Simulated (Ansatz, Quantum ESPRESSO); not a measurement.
# CeH2 (Fm-3m): zone-centre phonons

Which modes does CeH2 (Fm-3m) have at the zone centre?

Program: Quantum ESPRESSO 7.5. Level of theory: DFT PBEsol, scalar-relativistic, plane waves, PseudoDojo norm-conserving, 4f in core pseudopotentials. Results are calculated unless marked as measured.

## (1) Set-up

The structure is cubic, space group Fm-3m (No. 225). Conventional cell: a = 5.590 Å, b = 5.590 Å, c = 5.590 Å, α = 90.00°, β = 90.00°, γ = 90.00°. Nearest to Ce lie 8 H at 2.42 Å. Nearest to H lie 4 Ce at 2.42 Å. Farther neighbours are not listed.

Coordinates:

```cif
data_structure
_symmetry_space_group_name_H-M 'Fm-3m'
_symmetry_Int_Tables_number 225
_cell_length_a 5.5900
_cell_length_b 5.5900
_cell_length_c 5.5900
_cell_angle_alpha 90.000
_cell_angle_beta 90.000
_cell_angle_gamma 90.000
_cell_volume 174.68
loop_
_atom_site_label
_atom_site_type_symbol
_atom_site_symmetry_multiplicity
_atom_site_Wyckoff_symbol
_atom_site_fract_x
_atom_site_fract_y
_atom_site_fract_z
_atom_site_occupancy
Ce1 Ce 4 a 0.00000 0.00000 0.00000 1
H1 H 8 c 0.75000 0.25000 0.75000 1
```

## (2) A probe with smearing

Before anything dear is run, a loose run with smearing shows whether this is a metal and how far the cell is from rest.

The input, probe.in:

```
&control
   calculation = 'scf'
   prefix = 'x'
   outdir = './tmp'
   pseudo_dir = './pseudo'
   tprnfor = .true.
   tstress = .true.
   verbosity = 'high'
/
&system
   ibrav = 2
   celldm(1) = 10.56356904
   nat = 3
   ntyp = 2
   ecutwfc = 64.0
   input_dft = 'pbesol'
   occupations = 'smearing'
   smearing = 'gaussian'
   degauss = 0.01
/
&electrons
   conv_thr = 1.0d-07
   mixing_beta = 0.7
   electron_maxstep = 100
/
ATOMIC_SPECIES
 Ce    140.1160  Ce.upf
 H       1.0080  H.upf
ATOMIC_POSITIONS crystal
 Ce     0.000000000   0.000000000   0.000000000
 H      0.750000000   0.750000000   0.750000000
 H      0.250000000   0.250000000   0.250000000
K_POINTS automatic
 6 6 6 0 0 0
```

The run is started by

```
$ OMP_NUM_THREADS=1 mpirun -n 4 pw.x -nk 4 -in probe.in > probe.out
```

Output:

```text
[banners, grids, parts of the stress and lines that vanish by symmetry left out]
Program PWSCF v.7.5
     IMPORTANT: XC functional enforced from input :
     Exchange-correlation= PBESOL
                           (   1   4  10   8   0   0   0)
[...]
kinetic-energy cutoff     =      64.0000  Ry
     charge density cutoff     =     256.0000  Ry
     scf convergence threshold =      1.0E-07
[...]
Exchange-correlation= PBESOL
                           (   1   4  10   8   0   0   0)
[...]
48 Sym. Ops., with inversion, found
[...]
(     0          1          0      )
                  (     0          0          1      )
[...]
(  0.0000000  1.0000000  0.0000000 )
                  (  0.0000000  0.0000000  1.0000000 )
[...]
(     1          0         -1      )
[...]
(     0          1         -1      )
                  (     0          1          0      )
[...]
( -1.0000000  0.0000000  0.0000000 )
                  (  0.0000000  1.0000000  0.0000000 )
[...]
number of k points=    16  Gaussian smearing, width (Ry)=  0.0100
[...]
End of self-consistent calculation
[...]
the Fermi energy is     9.2596 ev
!    total energy              =     -73.77637459 Ry
[...]
convergence has been achieved in   6 iterations
[...]
atom    1 type  1   force =    -0.00000000    0.00000000    0.00000000
     atom    2 type  2   force =     0.00000000    0.00000000   -0.00000000
     atom    3 type  2   force =     0.00000000    0.00000000    0.00000000
[...]
Total force =     0.000000     Total SCF correction =     0.000000
[...]
total   stress  (Ry/bohr**3)                   (kbar)     P=       -7.48
[...]
XML data file, charge density, pseudopotentials, collected wavefunctions

   JOB DONE.
```

Run time: 2 s. Hardware: 4 MPI ranks of Arm Neoverse V2, shared host; 7.8 s of CPU time.

Numbers from this step:

* volume per atom: 14.56 Å³
* pressure: -0.7480 GPa
* gap on the k-mesh: 0 eV

No gap opens on this mesh, so smearing is kept; the start stands at -0.75 GPa.

## (3) Relaxation

The harmonic expansion starts where the forces on the atoms vanish, and stress shifts the frequencies, so cell and atoms are relaxed with tight thresholds.

The input, relax.in:

```
&control
   calculation = 'vc-relax'
   prefix = 'x'
   outdir = './tmp'
   pseudo_dir = './pseudo'
   tprnfor = .true.
   tstress = .true.
   forc_conv_thr = 2.0d-05
   etot_conv_thr = 1.0d-07
   nstep = 40
/
&system
   ibrav = 2
   celldm(1) = 10.56356904
   nat = 3
   ntyp = 2
   ecutwfc = 64.0
   input_dft = 'pbesol'
   occupations = 'smearing'
   smearing = 'mv'
   degauss = 0.02
/
&electrons
   conv_thr = 1.0d-11
   mixing_beta = 0.7
   electron_maxstep = 100
/
&ions
/
&cell
   press_conv_thr = 0.1
/
ATOMIC_SPECIES
 Ce    140.1160  Ce.upf
 H       1.0080  H.upf
ATOMIC_POSITIONS crystal
 Ce     0.000000000   0.000000000   0.000000000
 H      0.750000000   0.750000000   0.750000000
 H      0.250000000   0.250000000   0.250000000
K_POINTS automatic
 10 10 10 0 0 0
```

The run is started by

```
$ OMP_NUM_THREADS=1 mpirun -n 4 pw.x -nk 4 -in relax.in > relax.out
```

Output:

```text
[banners, grids, parts of the stress and lines that vanish by symmetry left out]
[banner, memory and clock lines left out]
Program PWSCF v.7.5

[...]
Exchange-correlation= PBESOL
                           (   1   4  10   8   0   0   0)
[...]
kinetic-energy cutoff     =      64.0000  Ry
     charge density cutoff     =     256.0000  Ry
     scf convergence threshold =      1.0E-11
[...]
energy convergence thresh.=      1.0E-07
     force convergence thresh. =      2.0E-05
     press convergence thresh. =      1.0E-01
     Exchange-correlation= PBESOL
                           (   1   4  10   8   0   0   0)
[...]
48 Sym. Ops., with inversion, found
[...]
number of k points=    47  Marzari-Vanderbilt smearing, width (Ry)=  0.0200
[...]
End of self-consistent calculation
[...]
the Fermi energy is     9.2248 ev
!    total energy              =     -73.77568691 Ry
[...]
convergence has been achieved in   9 iterations
[...]
atom    1 type  1   force =     0.00000000    0.00000000    0.00000000
     atom    2 type  2   force =     0.00000000    0.00000000   -0.00000000
     atom    3 type  2   force =     0.00000000    0.00000000    0.00000000
     Total force =     0.000000     Total SCF correction =     0.000000
[...]
total   stress  (Ry/bohr**3)                   (kbar)     P=       -7.23
[...]
number of bfgs steps    =   0
[...]
CELL_PARAMETERS (alat= 10.56356904)
[...]
ATOMIC_POSITIONS (crystal)
Ce               0.0000000000        0.0000000000        0.0000000000
H                0.7500000000        0.7500000000        0.7500000000
H                0.2500000000        0.2500000000        0.2500000000
[...]
New effective cutoffs (rho, wfc):  256.42   64.15
[...]
End of self-consistent calculation
[...]
the Fermi energy is     9.2647 ev
!    total energy              =     -73.77573082 Ry
[...]
convergence has been achieved in   4 iterations
[...]
atom    1 type  1   force =     0.00000000    0.00000000    0.00000000
     atom    2 type  2   force =     0.00000000   -0.00000000    0.00000000
     atom    3 type  2   force =    -0.00000000    0.00000000   -0.00000000
     Total force =     0.000000     Total SCF correction =     0.000000
[...]
total   stress  (Ry/bohr**3)                   (kbar)     P=       -4.66
[...]
number of bfgs steps    =   1
[...]
CELL_PARAMETERS (alat= 10.56356904)
[...]
ATOMIC_POSITIONS (crystal)
Ce               0.0000000000        0.0000000000       -0.0000000000
[...]
New effective cutoffs (rho, wfc):  257.36   64.39
[...]
End of self-consistent calculation
[...]
the Fermi energy is     9.3247 ev
!    total energy              =     -73.77576068 Ry
[...]
convergence has been achieved in   6 iterations
[...]
atom    1 type  1   force =    -0.00000000   -0.00000000    0.00000000
     atom    2 type  2   force =     0.00000000   -0.00000000   -0.00000000
     atom    3 type  2   force =    -0.00000000   -0.00000000    0.00000000
     Total force =     0.000000     Total SCF correction =     0.000000
[...]
total   stress  (Ry/bohr**3)                   (kbar)     P=       -0.73
[...]
number of bfgs steps    =   2
[...]
CELL_PARAMETERS (alat= 10.56356904)
[...]
ATOMIC_POSITIONS (crystal)
[...]
New effective cutoffs (rho, wfc):  257.54   64.43
[...]
End of self-consistent calculation
[...]
the Fermi energy is     9.3359 ev
!    total energy              =     -73.77576142 Ry
[...]
convergence has been achieved in   5 iterations
[...]
atom    1 type  1   force =    -0.00000000   -0.00000000   -0.00000000
     atom    2 type  2   force =    -0.00000000   -0.00000000   -0.00000000
     atom    3 type  2   force =     0.00000000    0.00000000    0.00000000
     Total force =     0.000000     Total SCF correction =     0.000000
[...]
total   stress  (Ry/bohr**3)                   (kbar)     P=        0.01
[...]
number of bfgs steps    =   3
[...]
small trust_radius: resetting bfgs history
[...]
CELL_PARAMETERS (alat= 10.56356904)
[...]
ATOMIC_POSITIONS (crystal)
[...]
New effective cutoffs (rho, wfc):  257.54   64.43
[...]
End of self-consistent calculation
[...]
the Fermi energy is     9.3359 ev
!    total energy              =     -73.77576142 Ry
[...]
convergence has been achieved in   2 iterations
[...]
atom    1 type  1   force =     0.00000000    0.00000000   -0.00000000
     atom    2 type  2   force =     0.00000000   -0.00000000    0.00000000
     atom    3 type  2   force =     0.00000000    0.00000000   -0.00000000
     Total force =     0.000000     Total SCF correction =     0.000000
[...]
total   stress  (Ry/bohr**3)                   (kbar)     P=        0.00
[...]
bfgs converged in   5 scf cycles and   4 bfgs steps
[...]
End of BFGS Geometry Optimization
     Final enthalpy           =     -73.7757614227 Ry
     File ./tmp/x.bfgs deleted, as requested
[...]
CELL_PARAMETERS (alat= 10.56356904)
[...]
ATOMIC_POSITIONS (crystal)
[...]
H                0.7500000000        0.7500000000        0.7500000000
H                0.2500000000        0.2500000000        0.2500000000
[...]
Final scf calculation at the relaxed structure.
[...]
kinetic-energy cutoff     =      64.0000  Ry
     charge density cutoff     =     256.0000  Ry
     scf convergence threshold =      1.0E-13
[...]
press convergence thresh. =      1.0E-01
     Exchange-correlation= PBESOL
                           (   1   4  10   8   0   0   0)
[...]
48 Sym. Ops., with inversion, found
[...]
number of k points=    47  Marzari-Vanderbilt smearing, width (Ry)=  0.0200
[...]
End of self-consistent calculation
[...]
the Fermi energy is     9.3359 ev
!    total energy              =     -73.77574904 Ry
[...]
convergence has been achieved in  11 iterations
[...]
atom    1 type  1   force =     0.00000000    0.00000000   -0.00000000
     atom    2 type  2   force =     0.00000000    0.00000000   -0.00000000
     atom    3 type  2   force =    -0.00000000    0.00000000    0.00000000
     Total force =     0.000000     Total SCF correction =     0.000000
[...]
total   stress  (Ry/bohr**3)                   (kbar)     P=       -0.03
[...]
XML data file, charge density, pseudopotentials, collected wavefunctions
```

The job ended after 22 s (4 MPI ranks).

Step by step:

| step | energy less that of the first step (eV) | largest force (eV/Å) | pressure (GPa) | volume (Å³) |
| --- | --- | --- | --- | --- |
| 1 | 0.0000 | 0.0000 | -0.72 | 43.67 |
| 2 | -0.0006 | 0.0000 | -0.47 | 43.51 |
| 3 | -0.0010 | 0.0000 | -0.07 | 43.27 |
| 4 | -0.0010 | 0.0000 | 0.00 | 43.22 |
| 5 | -0.0010 | 0.0000 | 0.00 | 43.22 |
| 6 | -0.0008 | 0.0000 | 0.00 | 43.22 |

```
conventional cell, symmetrised  before  after  change
                         a (Å)   5.590  5.571  -0.3 %
                         b (Å)   5.590  5.571  -0.3 %
                         c (Å)   5.590  5.571  -0.3 %
              volume (Å³/atom)   14.56  14.41  -1.0 %
```

The relaxed structure:

```
Ce H
1.0
    -2.78546    0.00000    2.78546
     0.00000    2.78546    2.78546
    -2.78546    2.78546    0.00000
Ce H
1 2
Cartesian
  0.0000 0.0000 0.0000
  -4.1782 4.1782 4.1782
  -1.3927 1.3927 1.3927
```

The last row of the table of steps is pw.x's closing run on a basis chosen anew for the final cell, so its energy can jump.

This step gave:

| Item | Value |
| --- | --- |
| volume per atom | 14.41 Å³ |
| pressure | -0.003000 GPa |

The volume changes by -1.0 % from the cell with which this run began.

## (4) Self-consistent run for the response

Perturbation theory inherits every error of the wavefunctions, so the threshold is set near the limit of the arithmetic. Smearing stays on, as the first look found no gap above 0.3 eV.

The input, scf.in:

```
&control
   calculation = 'scf'
   prefix = 'x'
   outdir = './tmp'
   pseudo_dir = './pseudo'
   tprnfor = .true.
   tstress = .true.
/
&system
   ibrav = 2
   celldm(1) = 10.52751165
   nat = 3
   ntyp = 2
   ecutwfc = 64.0
   input_dft = 'pbesol'
   occupations = 'smearing'
   smearing = 'mv'
   degauss = 0.02
/
&electrons
   conv_thr = 1.0d-12
   mixing_beta = 0.7
   electron_maxstep = 100
/
ATOMIC_SPECIES
 Ce    140.1160  Ce.upf
 H       1.0080  H.upf
ATOMIC_POSITIONS crystal
 Ce     0.000000000   0.000000000   0.000000000
 H      0.750000000   0.750000000   0.750000000
 H      0.250000000   0.250000000   0.250000000
K_POINTS automatic
 12 12 12 0 0 0
```

The run is started by

```
$ OMP_NUM_THREADS=1 mpirun -n 4 pw.x -nk 4 -in scf.in > scf.out
```

Output:

```text
[banners, grids, parts of the stress and lines that vanish by symmetry left out]
[banner, memory and clock lines left out]
Program PWSCF v.7.5

[...]
Exchange-correlation= PBESOL
                           (   1   4  10   8   0   0   0)
[...]
kinetic-energy cutoff     =      64.0000  Ry
     charge density cutoff     =     256.0000  Ry
     scf convergence threshold =      1.0E-12
[...]
Exchange-correlation= PBESOL
                           (   1   4  10   8   0   0   0)
[...]
48 Sym. Ops., with inversion, found
[...]
number of k points=    72  Marzari-Vanderbilt smearing, width (Ry)=  0.0200
[...]
End of self-consistent calculation
[...]
the Fermi energy is     9.3266 ev
!    total energy              =     -73.77575869 Ry
[...]
convergence has been achieved in  10 iterations
[...]
atom    1 type  1   force =    -0.00000000   -0.00000000    0.00000000
     atom    2 type  2   force =     0.00000000   -0.00000000    0.00000000
     atom    3 type  2   force =    -0.00000000    0.00000000   -0.00000000
     Total force =     0.000000     Total SCF correction =     0.000000
[...]
total   stress  (Ry/bohr**3)                   (kbar)     P=       -0.08
[...]
XML data file, charge density, pseudopotentials, collected wavefunctions
```

Elapsed: 8.3 s, on 4 MPI ranks.

This step gave:

```yaml
pressure: -0.008 GPa
```

The cell stands at -0.008 GPa, close enough for phonons.

(Part 1 of 3 ends here.)

[Host names and launcher messages were left out of these logs when they were recorded.]

[Logs are printed without paths, hosts, clocks, repeated set-up lines and the standing remarks that a program may print on its own settings, such as how far it seeks lower states.]

[Hosts, paths, dates, database ids (printed as entryN), source tags and the programs' standing remarks are cut or masked in the printed files.]
